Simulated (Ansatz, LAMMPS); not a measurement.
# Amorphous poly(ether ketone) (as short chains C54O8H38), from a frame at 500 K (200 atoms): geometry optimisation, part 2 of 3

Wanted: the relaxed structure of amorphous poly(ether ketone) (as short chains C54O8H38), from a frame at 500 K (200 atoms) and its electronic structure.

Ansatz 0.2.0; Kohn-Sham DFT, RPBE+D3(BJ), PAW (set soft_2), plane waves.

The cell: 108 C, 16 O and 76 H. The network of contacts between molecules at the start is that of the classical potential that made the cell. The density was typed from a rule of thumb and may lie off the real one at this temperature. The Brillouin zone is sampled at Γ only, in a cell whose shortest periodic width is 14 Å.

So far. Step 3 (Single point at the start): Neighbours are counted within 1.85 Å (C-C), 1.34 Å (C-H), 1.73 Å (C-O).

**4. Relaxation**

With the cell held, the atoms are moved downhill towards a nearby minimum.

input.yaml

```yaml
crystal:
  lattice:
    - [13.5576, 0.0, 0.0]
    - [0.0, 13.5576, 0.0]
    - [0.0, 0.0, 13.5576]
  atoms:
    [... the 200 atom lines of step 3 ...]
kpoints:
  mp_grid: { grid: [1, 1, 1] }
hamiltonian:
  xc: rpbe
  dispersion: d3bj
scf:
  occupations: { method: fixed }
output:
  forces: true
relax:
  f_tol: 0.05
  max_steps: 200
```

Started as:

```console
ansatz run input.yaml --threads 4 --pin off --max-ram 8192MiB --backend cpu --events-out ev --progress --plain --runs-dir out
```

Numbers of over 12 decimals in the logs are rounded to 6 here.

The log of the run:

```text
[...]
Crystal: 200 atoms, lattice volume = 2492.002 Å³
Basis set: ecut = 420 eV, 48693 PW (Γ), exchange–correlation on 192×192×192 points (8 copies of the dense FFT grid, shifted against one another)
Bands: 502, of which v1, the nominal top of the filled ones, is band 302 counted from 1 (301 counted from 0)
Symmetry: 1 space group operations
[...]
k-points: 1
[...]
SCF iter   1: F=—  HF=-37578.036586 eV  |F-HF|=—  |Δ(HF+E_count)|=         —  Δρ=6.43e-3  dr2=1.02e0  ethr=1.77e-3  ⟨swp⟩=5.0  Hψ=1573  notcnv=0  defer=196
[...]
SCF iter   3: F=—  HF=-37577.894972 eV  |F-HF|=—  |Δ(HF+E_count)|=   2.22e-3  Δρ=1.72e-3  dr2=6.75e-2  ethr=3.27e-5  ⟨swp⟩=2.0  Hψ=605  notcnv=0  defer=91
automatic band count: iteration 3 solves 395 bands in place of 502: the levels show a gap, and the empty bands left out lie too high to hold charge; the band table lists the bands solved (type scf.n_extra_bands for more)
SCF iter   4: F=—  HF=-37577.888558 eV  |F-HF|=—  |Δ(HF+E_count)|=   6.41e-3  Δρ=7.34e-4  dr2=1.29e-2  ethr=1.12e-5  ⟨swp⟩=3.0  Hψ=606  notcnv=0  defer=91
[...]
SCF iter   8: F=-37577.883968 eV  HF=-37577.883973 eV  |F-HF|=4.75e-6  |Δ(HF+E_count)|=   2.58e-5  Δρ=1.58e-5  dr2=6.92e-6  ethr=1.03e-8  ⟨swp⟩=4.0  Hψ=1133  notcnv=0
SCF 1 converged in 8 iterations: F = -37577.883968 eV  dr2 = 6.92e-6
[...]
relax step   1: F+E_penalty+E_count = -37577.88396821 eV  Δ(F+E_penalty+E_count) = +0.000e0 eV  max|allowed force component| = 4.558e0 eV/Å  Δτ_max = 0.0000 Å  (8 SCF iters, dr2 threshold 6.25e-5 eV, accepted)
[... from here on, the SCF cycles and remarks between the steps are left out ...]
relax step   2: F+E_penalty+E_count = -37588.97680593 eV  Δ(F+E_penalty+E_count) = -1.109e1 eV  max|allowed force component| = 1.895e0 eV/Å  Δτ_max = 0.1947 Å  (7 SCF iters, dr2 threshold 1.00e-4 eV, accepted)
relax step   3: F+E_penalty+E_count = -37591.68056793 eV  Δ(F+E_penalty+E_count) = -2.704e0 eV  max|allowed force component| = 1.115e0 eV/Å  Δτ_max = 0.1936 Å  (7 SCF iters, dr2 threshold 1.00e-4 eV, accepted)
relax step   4: F+E_penalty+E_count = -37592.28122104 eV  Δ(F+E_penalty+E_count) = -6.007e-1 eV  max|allowed force component| = 1.058e0 eV/Å  Δτ_max = 0.1935 Å  (7 SCF iters, dr2 threshold 1.00e-4 eV, accepted)
relax step   5: F+E_penalty+E_count = -37592.59552129 eV  Δ(F+E_penalty+E_count) = -3.143e-1 eV  max|allowed force component| = 6.563e-1 eV/Å  Δτ_max = 0.1943 Å  (7 SCF iters, dr2 threshold 1.00e-4 eV, accepted)
relax step   6: F+E_penalty+E_count = -37592.76654877 eV  Δ(F+E_penalty+E_count) = -1.710e-1 eV  max|allowed force component| = 1.751e-1 eV/Å  Δτ_max = 0.1974 Å  (7 SCF iters, dr2 threshold 1.00e-4 eV, accepted)
relax step   7: F+E_penalty+E_count = -37592.89381866 eV  Δ(F+E_penalty+E_count) = -1.273e-1 eV  max|allowed force component| = 1.815e-1 eV/Å  Δτ_max = 0.1950 Å  (11 SCF iters, accepted)
relax step   8: F+E_penalty+E_count = -37592.99106751 eV  Δ(F+E_penalty+E_count) = -9.725e-2 eV  max|allowed force component| = 2.621e-1 eV/Å  Δτ_max = 0.1951 Å  (11 SCF iters, accepted)
relax step   9: F+E_penalty+E_count = -37593.06653325 eV  Δ(F+E_penalty+E_count) = -7.547e-2 eV  max|allowed force component| = 3.799e-1 eV/Å  Δτ_max = 0.1960 Å  (7 SCF iters, dr2 threshold 6.87e-5 eV, accepted)
relax step  10: F+E_penalty+E_count = -37593.12834438 eV  Δ(F+E_penalty+E_count) = -6.181e-2 eV  max|allowed force component| = 2.916e-1 eV/Å  Δτ_max = 0.1929 Å  (7 SCF iters, dr2 threshold 1.00e-4 eV, accepted)
relax step  11: F+E_penalty+E_count = -37593.17810885 eV  Δ(F+E_penalty+E_count) = -4.976e-2 eV  max|allowed force component| = 3.171e-1 eV/Å  Δτ_max = 0.1959 Å  (7 SCF iters, dr2 threshold 5.01e-5 eV, accepted)
relax step  12: F+E_penalty+E_count = -37593.21739019 eV  Δ(F+E_penalty+E_count) = -3.928e-2 eV  max|allowed force component| = 4.920e-1 eV/Å  Δτ_max = 0.1969 Å  (7 SCF iters, dr2 threshold 5.92e-5 eV, accepted)
relax step  13: F+E_penalty+E_count = -37593.25637689 eV  Δ(F+E_penalty+E_count) = -3.899e-2 eV  max|allowed force component| = 2.557e-1 eV/Å  Δτ_max = 0.1838 Å  (7 SCF iters, dr2 threshold 1.00e-4 eV, accepted)
relax step  14: F+E_penalty+E_count = -37593.28442237 eV  Δ(F+E_penalty+E_count) = -2.805e-2 eV  max|allowed force component| = 2.237e-1 eV/Å  Δτ_max = 0.1631 Å  (8 SCF iters, dr2 threshold 1.77e-5 eV, accepted)
relax step  15: F+E_penalty+E_count = -37593.31069632 eV  Δ(F+E_penalty+E_count) = -2.627e-2 eV  max|allowed force component| = 1.730e-1 eV/Å  Δτ_max = 0.1787 Å  (8 SCF iters, dr2 threshold 1.35e-5 eV, accepted)
relax step  16: F+E_penalty+E_count = -37593.33013276 eV  Δ(F+E_penalty+E_count) = -1.944e-2 eV  max|allowed force component| = 1.294e-1 eV/Å  Δτ_max = 0.1493 Å  (8 SCF iters, dr2 threshold 1.79e-5 eV, accepted)
relax step  17: F+E_penalty+E_count = -37593.34460452 eV  Δ(F+E_penalty+E_count) = -1.447e-2 eV  max|allowed force component| = 1.088e-1 eV/Å  Δτ_max = 0.0971 Å  (8 SCF iters, dr2 threshold 9.38e-6 eV, accepted)
relax step  18: F+E_penalty+E_count = -37593.36042985 eV  Δ(F+E_penalty+E_count) = -1.583e-2 eV  max|allowed force component| = 1.531e-1 eV/Å  Δτ_max = 0.1563 Å  (8 SCF iters, dr2 threshold 6.63e-6 eV, accepted)
relax step  19: F+E_penalty+E_count = -37593.37031487 eV  Δ(F+E_penalty+E_count) = -9.885e-3 eV  max|allowed force component| = 1.866e-1 eV/Å  Δτ_max = 0.1672 Å  (8 SCF iters, dr2 threshold 1.66e-5 eV, accepted)
relax step  20: F+E_penalty+E_count = -37593.37964239 eV  Δ(F+E_penalty+E_count) = -9.328e-3 eV  max|allowed force component| = 1.629e-1 eV/Å  Δτ_max = 0.1087 Å  (7 SCF iters, dr2 threshold 3.48e-5 eV, accepted)
relax step  21: F+E_penalty+E_count = -37593.38953606 eV  Δ(F+E_penalty+E_count) = -9.894e-3 eV  max|allowed force component| = 1.226e-1 eV/Å  Δτ_max = 0.1596 Å  (7 SCF iters, dr2 threshold 2.02e-5 eV, accepted)
relax step  22: F+E_penalty+E_count = -37593.39788533 eV  Δ(F+E_penalty+E_count) = -8.349e-3 eV  max|allowed force component| = 9.717e-2 eV/Å  Δτ_max = 0.1950 Å  (8 SCF iters, dr2 threshold 8.52e-6 eV, accepted)
relax step  23: F+E_penalty+E_count = -37593.40407874 eV  Δ(F+E_penalty+E_count) = -6.193e-3 eV  max|allowed force component| = 9.144e-2 eV/Å  Δτ_max = 0.1399 Å  (8 SCF iters, dr2 threshold 5.35e-6 eV, accepted)
relax step  24: F+E_penalty+E_count = -37593.41020639 eV  Δ(F+E_penalty+E_count) = -6.128e-3 eV  max|allowed force component| = 1.066e-1 eV/Å  Δτ_max = 0.1539 Å  (8 SCF iters, dr2 threshold 5.25e-6 eV, accepted)
relax step  25: F+E_penalty+E_count = -37593.41506797 eV  Δ(F+E_penalty+E_count) = -4.862e-3 eV  max|allowed force component| = 1.276e-1 eV/Å  Δτ_max = 0.0929 Å  (7 SCF iters, dr2 threshold 1.01e-5 eV, accepted)
relax step  26: F+E_penalty+E_count = -37593.42143019 eV  Δ(F+E_penalty+E_count) = -6.362e-3 eV  max|allowed force component| = 1.230e-1 eV/Å  Δτ_max = 0.1534 Å  (7 SCF iters, dr2 threshold 1.63e-5 eV, accepted)
relax step  27: F+E_penalty+E_count = -37593.42504028 eV  Δ(F+E_penalty+E_count) = -3.610e-3 eV  max|allowed force component| = 1.186e-1 eV/Å  Δτ_max = 0.0895 Å  (7 SCF iters, dr2 threshold 1.41e-5 eV, accepted)
relax step  28: F+E_penalty+E_count = -37593.42926420 eV  Δ(F+E_penalty+E_count) = -4.224e-3 eV  max|allowed force component| = 6.652e-2 eV/Å  Δτ_max = 0.0650 Å  (7 SCF iters, dr2 threshold 1.31e-5 eV, accepted)
relax step  29: F+E_penalty+E_count = -37593.43190786 eV  Δ(F+E_penalty+E_count) = -2.644e-3 eV  max|allowed force component| = 1.031e-1 eV/Å  Δτ_max = 0.0811 Å  (10 SCF iters, accepted)
relax step  30: F+E_penalty+E_count = -37593.43386521 eV  Δ(F+E_penalty+E_count) = -1.957e-3 eV  max|allowed force component| = 3.536e-2 eV/Å  Δτ_max = 0.0421 Å  (7 SCF iters, dr2 threshold 3.35e-6 eV, accepted)
relax step  31: F+E_penalty+E_count = -37593.43386649 eV  Δ(F+E_penalty+E_count) = -1.279e-6 eV  max|allowed force component| = 3.536e-2 eV/Å  Δτ_max = 0.0000 Å  (4 SCF iters, accepted)
SCF converged after 4 iterations
Free energy (F): -37593.433866 eV
[...]
Internal energy: -37593.433866 eV  (E = F + TS)
E sigma→0 (E₀):  -37593.433866 eV
Fermi energy:    -0.094085 eV
[...]
--- Forces (eV/Å), atoms counted from 1 ---
  atom   1  C     -0.00454969     0.00216036    -0.00802113
  atom   2  C      0.00358769     0.00151260     0.00373474
  atom   3  C      0.00326514    -0.00036826    -0.00038122
  atom   4  C      0.00186814    -0.00299058    -0.00291894
  atom   5  C     -0.00641978    -0.00117313     0.00098215
  atom   6  C      0.00420646     0.00079388     0.00335539
  atom   7  C     -0.00453898    -0.00293771     0.00136902
  atom   8  C      0.00308032     0.00514075     0.00013776
  atom   9  O     -0.00164732    -0.00179279    -0.00047231
  atom  10  C     -0.00437155     0.00338169    -0.00312065
  atom  11  C     -0.00026880     0.00091063     0.00289719
  atom  12  C      0.00075844    -0.00190546    -0.00313303
  atom  13  C     -0.00414336     0.00574772     0.00169954
  atom  14  C      0.00056242    -0.00156650    -0.00348083
[...]
atom 199  H     -0.01106175    -0.00256030     0.01936084
  atom 200  H     -0.00058038    -0.00889786    -0.00475484
  max |Σ_I F_I| component: 1.66e-4 eV/Å
--- Relaxed structure (31 steps of the walk, 31 accepted, 0 SCFs on fresh bases) ---
  F+E_penalty+E_count = -37593.43386649 eV   max|allowed force component| = 3.536e-2 eV/Å
  atoms:
    - { symbol: C, position: [0.826989, 0.518800, 0.00988412] }
    - { symbol: C, position: [0.929591, 0.554114, 0.032387] }
    - { symbol: C, position: [0.950210, 0.601489, 0.122154] }
    - { symbol: C, position: [0.044803, 0.635639, 0.143227] }
[...]
- { symbol: H, position: [0.756490, 0.203290, 0.366811] }
```

Run time: 10 min. Hardware: 4 threads of Arm Neoverse V2, shared host; peak memory 3 GiB.

Step by step (22 of 31):

```tsv
step	energy less that of the first step (eV)	largest force component (eV/Å)
1	0.0000	4.5582
2	-11.0928	1.8946
4	-14.3973	1.0584
5	-14.7116	0.6563
7	-15.0099	0.1815
8	-15.1071	0.2621
10	-15.2444	0.2916
11	-15.2941	0.3171
12	-15.3334	0.4920
14	-15.4005	0.2237
15	-15.4267	0.1730
17	-15.4606	0.1088
18	-15.4765	0.1531
20	-15.4957	0.1629
21	-15.5056	0.1226
22	-15.5139	0.0972
24	-15.5262	0.1066
25	-15.5311	0.1276
27	-15.5411	0.1186
28	-15.5453	0.0665
30	-15.5499	0.0354
31	-15.5499	0.0354
```

The atoms that moved most (Å):

```tsv
atom	dx	dy	dz	length
H198	-3.075	0.342	-0.263	3.105
H199	-2.544	-0.195	-0.351	2.575
C162	-2.398	0.077	-0.270	2.414
H200	-2.205	-0.600	-0.485	2.336
H182	1.351	1.375	-1.100	2.219
H195	-1.841	-0.164	-1.174	2.189
H196	-0.826	1.511	1.202	2.100
O161	-1.942	0.634	0.158	2.049
```

The relaxation changed the energy by -77.7 meV/atom, and atoms moved by 1.1 Å r.m.s., 3.1 Å at most.

**5. Distances and neighbours after relaxation**

Bonds before and after, by the cutoffs listed below:

```tsv
pair	bonds before	bonds after	mean before (Å)	mean after (Å)	spread before (Å)	spread after (Å)
C-C	114	114	1.405	1.414	0.049	0.035
C-H	76	76	1.081	1.089	0.035	0.004
C-O	24	24	1.340	1.340	0.084	0.074
```

Density 1.09 g/cm³, 12.46 Å³ an atom.

g(r), total and by pair (bins of 0.2 Å):

```tsv
r (Å)	total	C-C	C-H	C-O	H-H	H-O	O-O
1.00	3.13	0.00	7.65	0.00	0.00	0.00	0.00
1.20	0.38	0.00	0.29	3.06	0.00	0.00	0.00
1.40	3.19	9.52	0.00	4.79	0.00	0.00	0.00
1.60	0.06	0.22	0.00	0.00	0.00	0.00	0.00
1.80	0.19	0.00	0.00	0.00	1.30	0.00	0.00
2.00	0.07	0.00	0.00	0.00	0.00	1.16	0.00
2.20	1.47	0.00	3.46	0.00	0.34	0.00	0.00
2.40	1.80	3.40	0.04	4.41	2.48	0.83	0.00
2.60	0.98	0.79	0.80	0.00	1.14	4.26	0.00
2.80	1.03	1.15	1.05	0.85	0.65	1.62	0.00
3.00	0.50	0.45	0.47	0.26	0.79	0.65	0.00
3.20	0.45	0.25	0.49	0.44	0.56	0.95	0.00
3.40	1.07	0.10	2.08	0.54	0.68	0.62	0.00
3.60	0.85	0.55	0.70	2.58	0.97	0.57	0.62
3.80	1.14	1.08	1.37	0.56	0.88	1.28	1.08
4.00	0.91	0.80	0.91	0.94	1.02	1.18	0.47
4.20	1.06	1.12	1.01	1.59	0.96	0.70	0.42
4.40	1.06	1.00	1.00	0.63	1.71	0.88	0.41
4.60	1.07	0.99	1.14	0.95	0.83	1.72	1.47
4.80	1.08	1.06	1.16	1.17	0.93	0.98	1.01
5.00	1.08	1.14	0.99	1.08	1.25	1.01	0.63
5.20	0.99	1.03	1.00	0.85	0.99	0.99	0.84
5.40	0.90	0.91	0.93	0.77	0.83	0.87	2.13
5.60	1.00	1.06	0.96	1.09	1.00	0.93	1.24
5.80	0.98	0.95	0.99	1.04	0.98	1.05	0.69
6.00	1.02	1.03	1.03	0.94	1.03	1.02	1.06
6.20	1.01	1.06	1.04	0.81	0.95	0.93	1.41
6.40	0.98	1.04	0.96	0.92	0.88	1.03	2.68
```

Bonds by pair of elements; cutoffs follow the first minimum of g(r), held within bounds set by covalent radii, and pairs that aren't listed don't count as bonded:

```tsv
pair A-B	cutoff (Å)	bonds	mean length (Å)	spread (Å)	shortest (Å)	B about A	A about B
C-C	1.85	114	1.41	0.035	1.39	2.11	2.11
C-H	1.34	76	1.09	0.004	1.08	0.704	1
C-O	1.73	24	1.34	0.074	1.24	0.222	1.5
```

How many atoms have how many bonded neighbours:

```tsv
element	mean	1	2	3	4
C	3.04	0	0	104	4
H	1	76	0	0	0
O	1.5	8	8	0	0
```

Bond angles, per cent of each kind in bins of 5°:

```tsv
angle (°)	C-C-C	C-C-H	C-C-O	H-C-H
105–110	0.0	0.0	0.0	83.3
110–115	0.0	4.5	0.0	16.7
115–120	48.6	58.2	47.7	0.0
120–125	51.4	37.3	52.3	0.0
```

Bond angles (no mean is given where the spread exceeds 20°):

```tsv
angle	count	mean (°)	spread (°)
C-C-C	140	120	1.3
C-C-H	134	120	2
C-C-O	44	120	2.7
H-C-H	12	109	1.2
C-O-C	8	118	1.8
```

Bond length by coordination (bonds to H left out):

```tsv
element	coordination	atoms	mean bond length (Å)
C	3	104	1.41
C	4	4	1.47
O	1	8	1.24
O	2	8	1.39
```

Rings of the network by King's shortest-path rule, up to 12 atoms, one path for each pair of neighbours; H, halogens, alkali and alkaline-earth atoms are left out, and the last column divides by all other atoms, bonded or not:

```tsv
ring size (atoms)	rings	per network atom
6	16	0.129
```

With the cutoffs above, 96 % of C atoms have 3, all H atoms have 1 and 50 % of O atoms have 1 and as many 2 bonded neighbours. The C-C-C angle averages 120° with a spread of 1.3°. All rings counted have 6 atoms.

(Part 2 of 3 ends here.)

[Logs are printed without paths, hosts, clocks, repeated set-up lines and the standing remarks that a program may print on its own settings, such as how far it seeks lower states.]

[Hosts, paths, dates, database ids (printed as entryN), source tags and the programs' standing remarks are cut or masked in the printed files.]
